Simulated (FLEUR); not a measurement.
# Co (c factor at fixed volume 0.97 on the database's cell): from one collinear state to anisotropy

Aim: the anisotropy of Co (c factor at fixed volume 0.97 on the database's cell) from single passes in the potential of one collinear state.

Calculated with FLEUR MaX-R8.1; PBE; all-electron FLAPW, Dirac cores, scalar-relativistic bands.

### 1. Starting point

Symmetry: P6_3/mmc, No. 194, hexagonal system. Conventional cell: a = 2.546 Å, b = 2.546 Å, c = 3.948 Å, α = 90.00°, β = 90.00°, γ = 120.00°. Co has 12 Co at 2.46 to 2.55 Å nearest.

The cell is strained on purpose: c factor at fixed volume 0.97 on the database's cell.

### 2. The magnetic state

The force theorems are single passes in this state's potential, so it has to be converged first.

No symmetry is used, so that later steps may turn the spins freely; k and −k are joined. inpgen writes inp.xml from crystal.txt; cutoffs, mixing, functional, smearing and local orbitals are then set in the file. The k list scf (kpts.xml, not shown) is a Γ-centred 12×12×12 mesh; where the ranks do not divide the number of points, some are split in two of half the weight.

inp.xml reads:

```
<?xml version="1.0" encoding="UTF-8" standalone="no"?>
<fleurInput fleurInputVersion="0.39">
   <comment>
      Co
   </comment>
   <calculationSetup>
      <cutoffs Kmax="3.61" Gmax="10.8" GmaxXC="10.8" numbands="0"/>
      <scfLoop itmax="110" minDistance="0.00002" maxIterBroyd="15" imix="Anderson" alpha="0.05" precondParam="0.0" spinf="2.0" sdNocoIR="T"/>
      <coreElectrons ctail="F" frcor="F" kcrel="0" coretail_lmax="0"/>
      <xcFunctional name="pbe" relativisticCorrections="F"/>
      <magnetism jspins="2" l_noco="F" l_ss="F">
         <qss>0.0 0.0 0.0</qss>
         <mtNocoParams l_mperp="F" l_mtNocoPot="F" l_relaxSQA="F" mag_mixing_scheme="0" mix_RelaxWeightOffD="1.0" l_constrained="F" mix_constr="1.0"/>
         <sourceFreeMag l_sourceFree="F" l_scaleMag="F" mag_scale="1.0"/>
      </magnetism>
      <soc l_soc="F" theta="0.0" phi="0.0" spav="F"/>
      <expertModes spex="0" secvar="F"/>
      <geometryOptimization l_f="F" forcealpha="1.0" forcemix="BFGS" epsdisp="0.00001" epsforce="0.00001"/>
      <ldaU l_linMix="F" mixParam="0.05" spinf="1.0"/>
   </calculationSetup>
   <cell>
      <bzIntegration valenceElectrons="34.0" mode="hist" fermiSmearingEnergy="0.00183747">
         <kPointListSelection listName="scf"/>
         <xi:include xmlns:xi="http://www.w3.org/2001/XInclude" href="kpts.xml"> </xi:include>
      </bzIntegration>
      <xi:include xmlns:xi="http://www.w3.org/2001/XInclude" href="sym.xml"> </xi:include>
      <bulkLattice scale="1.0">
         <bravaisMatrix>
            <row-1>    4.8110140073321297     0.0000000029479728     0.0000000000000000</row-1>
            <row-2>   -2.4055070062266442     4.1664603468422596     0.0000000000000000</row-2>
            <row-3>    0.0000000000000000     0.0000000000000000     7.4602664638742535</row-3>
         </bravaisMatrix>
      </bulkLattice>
   </cell>
   <atomSpecies>
      <species name="Cobalt (Co2.000" element="Co" atomicNumber="27">
         <mtSphere radius="2.27" gridPoints="751" logIncrement="0.016"/>
         <atomicCutoffs lmax="8" lnonsphr="6"/>
         <electronConfig flipSpins="F">
            <coreConfig>(1s1/2) (2s1/2) (2p1/2) (2p3/2)</coreConfig>
            <valenceConfig>(3s1/2) (3p1/2) (3p3/2) (4s1/2) (3d3/2) (3d5/2)</valenceConfig>
            <stateOccupation state="(3d3/2)" spinUp="1.5" spinDown="1.3"/>
            <stateOccupation state="(3d5/2)" spinUp="3.0" spinDown="1.2"/>
         </electronConfig>
         <energyParameters s="4" p="4" d="3" f="4"/>
         <lo type="SCLO" l="0" n="3" eDeriv="0"/>
         <lo type="SCLO" l="1" n="3" eDeriv="0"/>
      </species>
   </atomSpecies>
   <atomGroups>
      <atomGroup species="Cobalt (Co2.000">
         <relPos label="                   1">1.000/3.000 -1.000/3.000 1.000/4.000</relPos>
         <force calculate="T" relaxXYZ="TTT"/>
         <nocoParams  alpha="0.0" beta="0.0"/>
      </atomGroup>
      <atomGroup species="Cobalt (Co2.000">
         <relPos label="                   2">-1.000/3.000 1.000/3.000 -1.000/4.000</relPos>
         <force calculate="T" relaxXYZ="TTT"/>
         <nocoParams  alpha="0.0" beta="0.0"/>
      </atomGroup>
   </atomGroups>
   <output dos="F" band="F" slice="F">
      <bandDOS minEnergy="-.5*Htr" maxEnergy="0.5*Htr" sigma="0.015" storeEVData="T"/>
      <plotting iplot="0" polar="F">
         <plot TwoD="T" vec1="  1.0  0.0  0.0" vec2="  0.0  1.0  0.0" vec3="  0.0  0.0  1.0" zero="  0.0  0.0  0.0" file="plot"/>
      </plotting>
      <moessbauerParams electricFieldGradient="F" isomerShift="F" coreHyperfine="F" valenceHyperfine="F"/>
   </output>
</fleurInput>
```

crystal.txt reads:

```
Co
&input film=F cartesian=F /
2.54587897405  0.00000000156  0.00000000000
-1.27293948838  2.20479586571  0.00000000000
0.00000000000  0.00000000000  3.94780300000
1.8897261246
1.0 1.0 1.0

2
27 0.33333333333  0.66666666667  0.25000000000 : 2.000
27 0.66666666667  0.33333333333  0.75000000000 : 2.000

&kpt div1=12 div2=12 div3=12 gamma=T /
```

On the command line:

```
> OMP_NUM_THREADS=1 inpgen -f crystal.txt -nosym -noco > inpgen.log  # inp.xml is then edited as shown
> OMP_NUM_THREADS=1 mpirun -n 4 fleur_MPI > fleur.log
```

The program printed:

```text
Welcome to FLEUR        (www.flapw.de)
      MaX-Release 8.1          (www.max-centre.eu)

 ========== k-point set info ==========
 Selected k-point list: scf
 k-point list type: mesh
 0 x 0 x 0
 Number of k points: 868

 ------------Calculation Setup---------------------------
 Number of MPI-tasks      :            4
 Number of PE/node        :            4
 Number of OMP-threads    :            1
 k-points in parallel     :            4
 pe's per k-point         :            1
 No of k-point loops      :          217
 Eigenvalue solver        :       lapack
 Number of basis functions:          141
 Approximate size of matrices (H+S) per k-point:         0.001 GB
 --------------------------------------------------------
 Iteration:     1   Distance:       8.47318777 me/bohr^3
 Iteration:     2   Distance:       7.04171395 me/bohr^3
 Iteration:     3   Distance:       3.43084225 me/bohr^3
 Iteration:     4   Distance:       0.76075693 me/bohr^3
 Iteration:     5   Distance:       0.63793217 me/bohr^3
 Iteration:     6   Distance:       0.25589857 me/bohr^3
 Iteration:     7   Distance:       0.24574672 me/bohr^3
 Iteration:     8   Distance:       0.12931812 me/bohr^3
 Iteration:     9   Distance:       0.12094751 me/bohr^3
 Iteration:    10   Distance:       0.04698323 me/bohr^3
 Iteration:    11   Distance:       0.00994808 me/bohr^3
 Iteration:    12   Distance:       0.01208983 me/bohr^3
 Iteration:    13   Distance:       0.00332895 me/bohr^3
 Iteration:    14   Distance:       0.00290409 me/bohr^3
 Iteration:    15   Distance:       0.00061485 me/bohr^3
 Iteration:    16   Distance:       0.00059629 me/bohr^3
 Iteration:    17   Distance:       0.00036639 me/bohr^3
 Iteration:    18   Distance:       0.00020336 me/bohr^3
 Iteration:    19   Distance:       0.00002788 me/bohr^3
 Iteration:    20   Distance:       0.00001143 me/bohr^3

 ********************************************************************
 Run finished successfully
 Stop message:
   all done
 ********************************************************************

--- out.xml (last complete iteration) ---
<iteration numberForCurrentRun="   20" overallNumber="   20">
         <energyParameters units="Htr">
            <atomicEP atomType="1" spin="1" branch="4s" branchLowest="-3.18" branchHighest="1.82" value="0.1994060369"/>
            <atomicEP atomType="1" spin="1" branch="4p" branchLowest="-1.82" branchHighest="2.42" value="0.3368926703"/>
            <atomicEP atomType="1" spin="1" branch="3d" branchLowest="-9.99" branchHighest="0.37" value="0.2578741417"/>
            <atomicEP atomType="1" spin="1" branch="4f" branchLowest="-9.99" branchHighest="3.63" value="0.6544250261"/>
            <loAtomicEP atomType="1" spin="1" branch="3s" branchLowest="-32.43" branchHighest="-3.18" value="-3.1823866276"/>
            <loAtomicEP atomType="1" spin="1" branch="3p" branchLowest="-27.68" branchHighest="-1.82" value="-1.8326202805"/>
            <atomicEP atomType="2" spin="1" branch="4s" branchLowest="-3.18" branchHighest="1.82" value="0.1994060369"/>
            <atomicEP atomType="2" spin="1" branch="4p" branchLowest="-1.82" branchHighest="2.42" value="0.3368926703"/>
            <atomicEP atomType="2" spin="1" branch="3d" branchLowest="-9.99" branchHighest="0.37" value="0.2578741417"/>
            <atomicEP atomType="2" spin="1" branch="4f" branchLowest="-9.99" branchHighest="3.63" value="0.6544250261"/>
            <loAtomicEP atomType="2" spin="1" branch="3s" branchLowest="-32.43" branchHighest="-3.18" value="-3.1823866276"/>
            <loAtomicEP atomType="2" spin="1" branch="3p" branchLowest="-27.68" branchHighest="-1.82" value="-1.8326202805"/>
            <atomicEP atomType="1" spin="2" branch="4s" branchLowest="-3.10" branchHighest="1.87" value="0.1870834278"/>
            <atomicEP atomType="1" spin="2" branch="4p" branchLowest="-1.74" branchHighest="2.46" value="0.3191839742"/>
            <atomicEP atomType="1" spin="2" branch="3d" branchLowest="-9.99" branchHighest="0.45" value="0.3103529794"/>
            <atomicEP atomType="1" spin="2" branch="4f" branchLowest="-9.99" branchHighest="3.68" value="0.6329234327"/>
            <loAtomicEP atomType="1" spin="2" branch="3s" branchLowest="-32.40" branchHighest="-3.10" value="-3.1056093451"/>
            <loAtomicEP atomType="1" spin="2" branch="3p" branchLowest="-27.65" branchHighest="-1.74" value="-1.7579311759"/>
            <atomicEP atomType="2" spin="2" branch="4s" branchLowest="-3.10" branchHighest="1.87" value="0.1870834278"/>
            <atomicEP atomType="2" spin="2" branch="4p" branchLowest="-1.74" branchHighest="2.46" value="0.3191839742"/>
            <atomicEP atomType="2" spin="2" branch="3d" branchLowest="-9.99" branchHighest="0.45" value="0.3103529794"/>
            <atomicEP atomType="2" spin="2" branch="4f" branchLowest="-9.99" branchHighest="3.68" value="0.6329234327"/>
            <loAtomicEP atomType="2" spin="2" branch="3s" branchLowest="-32.40" branchHighest="-3.10" value="-3.1056093451"/>
            <loAtomicEP atomType="2" spin="2" branch="3p" branchLowest="-27.65" branchHighest="-1.74" value="-1.7579311759"/>
         </energyParameters>
         <bandgap value="0.0000000000" units="eV"/>
         <sumValenceSingleParticleEnergies value="-29.4522759101" units="Htr"/>
         <FermiEnergy value="0.3461797706" units="Htr"/>
         <valenceDensity>
            <mtCharges spin="1">
               <mtCharge atomType="1" total="8.8414199" s="1.2021932" p="3.1759248" d="4.4451982" f="0.0136396"/>
               <mtCharge atomType="2" total="8.8414199" s="1.2021932" p="3.1759248" d="4.4451982" f="0.0136396"/>
            </mtCharges>
            <mtCharges spin="2">
               <mtCharge atomType="1" total="7.1396959" s="1.2117272" p="3.2184142" d="2.6923897" f="0.0132767"/>
               <mtCharge atomType="2" total="7.1396959" s="1.2117272" p="3.2184142" d="2.6923897" f="0.0132767"/>
            </mtCharges>
            <spinDependentCharge spin="1" total="18.6347899" interstitial="0.9519501" mtSpheres="17.6828398"/>
            <spinDependentCharge spin="2" total="15.3652101" interstitial="1.0858182" mtSpheres="14.2793918"/>
            <totalCharge value="34.0000000000"/>
         </valenceDensity>
         <coreStates atomType="     1" atomicNumber=" 27" spin="1" kinEnergy="    624.7488999630" eigValSum="   -393.8592964911" lostElectrons=" 0.000000">
            <state n="1" l="0" j="0.5" energy="-278.3661563146" weight="1.0000000000"/>
            <state n="2" l="0" j="0.5" energy="-32.4318922815" weight="1.0000000000"/>
            <state n="2" l="1" j="0.5" energy="-28.0499852342" weight="1.0000000000"/>
            <state n="2" l="1" j="1.5" energy="-27.5056313304" weight="2.0000000000"/>
         </coreStates>
         <coreStates atomType="     1" atomicNumber=" 27" spin="2" kinEnergy="    625.1150040595" eigValSum="   -393.7408131549" lostElectrons=" 0.000000">
            <state n="1" l="0" j="0.5" energy="-278.3664884741" weight="1.0000000000"/>
            <state n="2" l="0" j="0.5" energy="-32.3953988903" weight="1.0000000000"/>
            <state n="2" l="1" j="0.5" energy="-28.0231138279" weight="1.0000000000"/>
            <state n="2" l="1" j="1.5" energy="-27.4779059813" weight="2.0000000000"/>
         </coreStates>
         <coreStates atomType="     2" atomicNumber=" 27" spin="1" kinEnergy="    624.7488999630" eigValSum="   -393.8592964910" lostElectrons=" 0.000000">
            <state n="1" l="0" j="0.5" energy="-278.3661563145" weight="1.0000000000"/>
            <state n="2" l="0" j="0.5" energy="-32.4318922815" weight="1.0000000000"/>
            <state n="2" l="1" j="0.5" energy="-28.0499852342" weight="1.0000000000"/>
            <state n="2" l="1" j="1.5" energy="-27.5056313304" weight="2.0000000000"/>
         </coreStates>
         <coreStates atomType="     2" atomicNumber=" 27" spin="2" kinEnergy="    625.1150040595" eigValSum="   -393.7408131549" lostElectrons=" 0.000000">
            <state n="1" l="0" j="0.5" energy="-278.3664884741" weight="1.0000000000"/>
            <state n="2" l="0" j="0.5" energy="-32.3953988903" weight="1.0000000000"/>
            <state n="2" l="1" j="0.5" energy="-28.0231138279" weight="1.0000000000"/>
            <state n="2" l="1" j="1.5" energy="-27.4779059813" weight="2.0000000000"/>
         </coreStates>
         <allElectronCharges>
            <spinDependentCharge spin="1" total="28.6347899" interstitial="0.9519501" mtSpheres="27.6828398"/>
            <spinDependentCharge spin="2" total="25.3652101" interstitial="1.0858182" mtSpheres="24.2793918"/>
            <totalCharge value="54.0000000004"/>
         </allElectronCharges>
         <magneticMomentsInMTSpheres units="muBohr">
            <globalMagMoment atomType="1" vec="0.00000   0.00000   1.70172"/>
            <localMagMoment atomType="1" vec="0.00000   0.00000   1.70172"/>
            <globalMagMoment atomType="2" vec="0.00000   0.00000   1.70172"/>
            <localMagMoment atomType="2" vec="0.00000   0.00000   1.70172"/>
         </magneticMomentsInMTSpheres>
         <moessbauerParams unitsHFF="kG" unitsIS="e/bohr^3" unitsEFG="Htr/bohr^2">
         </moessbauerParams>
         <totalEnergy value="    -2786.9500464104" units="Htr">
            <sumOfEigenvalues value="    -1604.6524952020">
               <coreElectrons value="-1575.2002192919"/>
               <valenceElectrons value="-29.4522759101"/>
            </sumOfEigenvalues>
            <densityCoulombPotentialIntegral value="-4277.8041998361"/>
            <densityEffectivePotentialIntegral value="-4432.8452529863"/>
            <chargeDenXCDenIntegral value="-119.3934833903"/>
            <FockExchangeEnergyValence value="0.0000000000"/>
            <FockExchangeEnergyCore value="0.0000000000"/>
            <atomTypeDependentContributions atomType="1">
               <electronNucleiInteractionDifferentMTs value="1667.9697285785"/>
               <MadelungTerm value="-10.4538818646"/>
            </atomTypeDependentContributions>
            <atomTypeDependentContributions atomType="2">
               <electronNucleiInteractionDifferentMTs value="1667.9697285787"/>
               <MadelungTerm value="-10.4538818646"/>
            </atomTypeDependentContributions>
            <tkbTimesEntropy value="0.0005473000"/>
            <freeEnergy value="-2786.9505937105"/>
            <extrapolationTo0K value="-2786.9503200605"/>
         </totalEnergy>
         <densityConvergence units="me/bohr^3">
            <chargeDensity spin="1" distance="0.0000074642"/>
            <chargeDensity spin="2" distance="0.0000083440"/>
            <overallChargeDensity distance="0.0000109571"/>
            <spinDensity distance="0.0000114286"/>
         </densityConvergence>
      </iteration>
```

The job ended after 2.3 min (4 MPI ranks of Arm Neoverse V2, shared host; peak memory 0.46 GiB).

Numbers from this step:

```
free energy                                                       : -75836.7891 eV
program's band gap on this mesh (in a metal only a level spacing) : 0 eV
magnetization                                                     : 3.270 μB
final state                                                       : ferromagnetic
largest moment                                                    : 1.702 μB
```

After 20 cycles the largest moment stands at 1.70 μB.

### 3. Anisotropy by the force theorem, rung 1

Anisotropy is a small difference, so it is taken from sums over occupied states at a frozen potential, where most errors cancel.

One pass with spin–orbit coupling for each direction, from the saved density. Inversion lets half of the mesh serve, which the program's warning doesn't know. The k list mae (kpts.xml, not shown) is a Γ-centred 17×17×10 mesh.

inp.xml, as its differences from that of step 2:

```diff
@@ -6,4 +6,4 @@
    <calculationSetup>
-      <cutoffs Kmax="3.61" Gmax="10.8" GmaxXC="10.8" numbands="0"/>
-      <scfLoop itmax="110" minDistance="0.00002" maxIterBroyd="15" imix="Anderson" alpha="0.05" precondParam="0.0" spinf="2.0" sdNocoIR="T"/>
+      <cutoffs Kmax="3.61" Gmax="10.8" GmaxXC="10.8" numbands="74"/>
+      <scfLoop itmax="1" minDistance="0.00002" maxIterBroyd="15" imix="Anderson" alpha="0.05" precondParam="0.0" spinf="2.0" sdNocoIR="T"/>
       <coreElectrons ctail="F" frcor="F" kcrel="0" coretail_lmax="0"/>
@@ -15,3 +15,3 @@
       </magnetism>
-      <soc l_soc="F" theta="0.0" phi="0.0" spav="F"/>
+      <soc l_soc="T" theta="0.0" phi="0.0" spav="F"/>
       <expertModes spex="0" secvar="F"/>
@@ -22,3 +22,3 @@
       <bzIntegration valenceElectrons="34.0" mode="hist" fermiSmearingEnergy="0.00183747">
-         <kPointListSelection listName="scf"/>
+         <kPointListSelection listName="mae"/>
          <xi:include xmlns:xi="http://www.w3.org/2001/XInclude" href="kpts.xml"> </xi:include>
@@ -68,2 +68,5 @@
    </output>
+   <forceTheorem>
+      <MAE theta="0.0 1.5707963 1.5707963 0.7853982" phi="0.0 0.0 0.5235988 0.0"/>
+   </forceTheorem>
 </fleurInput>
```

On the command line:

```
> OMP_NUM_THREADS=1 mpirun -n 4 fleur_MPI -warn_only > fleur.log
```

The program printed:

```text
[banner, memory and clock lines left out]
Welcome to FLEUR        (www.flapw.de)
      MaX-Release 8.1          (www.max-centre.eu)
************FLEUR-Warning*****************
Error message: k-point set is not compatible to missing time-reversal symmetry in calculation.
Error occurred in subroutine: gen_bz
Error from PE:0/4
Other PEs with error messages:
     1-k-point set is not compatible to missing time-reversal symmetry in calculation.
     2-k-point set is not compatible to missing time-reversal symmetry in calculation.
*****************************************
************FLEUR-Warning*****************
Error message: k-point set is not compatible to missing time-reversal symmetry in calculation.
Error occurred in subroutine: gen_bz
Error from PE:1/4
*****************************************

 ========== k-point set info ==========
 Selected k-point list: mae
 k-point list type: mesh
 0 x 0 x 0
 Number of k points: 1448

 [... set-up left out ...]
 ********************************************************************
 Run finished successfully
 Stop message:
   Forcetheorem MAE
 ********************************************************************

--- out.xml (force theorem) ---
<Forcetheorem_MAE Angles="4" units="Htr">
            <Angle theta="0.0000000" phi="0.0000000" ev-sum="-29.453944046"/>
            <Angle theta="1.5707963" phi="0.0000000" ev-sum="-29.453938319"/>
            <Angle theta="1.5707963" phi="0.5235988" ev-sum="-29.453938319"/>
            <Angle theta="0.7853982" phi="0.0000000" ev-sum="-29.453941211"/>
         </Forcetheorem_MAE>
```

The job ended after 85 s (4 MPI ranks; peak memory 1.2 GiB; 5.6 min of CPU time).

Anisotropy energies, by row:

```csv
axis,x,y,z,band energy less the first axis' (meV a cell)
[001],0,0,1,0
[100],1,0,0,0.1558
[210],0.866,0.5,0,0.1558
45 degrees from [001] toward [100],0.7071,0,0.7071,0.07714
```

Indices are those of the standard conventional cell; x, y, z give the same directions in the axes of the input.

[end of part 1 of 2]

[Logs and program files are shortened in this print: banners, set-up blocks, solver, clock and traceback lines can be left out without a mark of their own.]

[Logs are printed without paths, hosts, clocks, repeated set-up lines and the standing remarks that a program may print on its own settings, such as how far it seeks lower states.]

[Hosts, paths, dates, database ids (printed as entryN), source tags and the programs' standing remarks are cut or masked in the printed files.]

[Where a cell is said to come from a database of computed structures, the database is the Materials Project.]
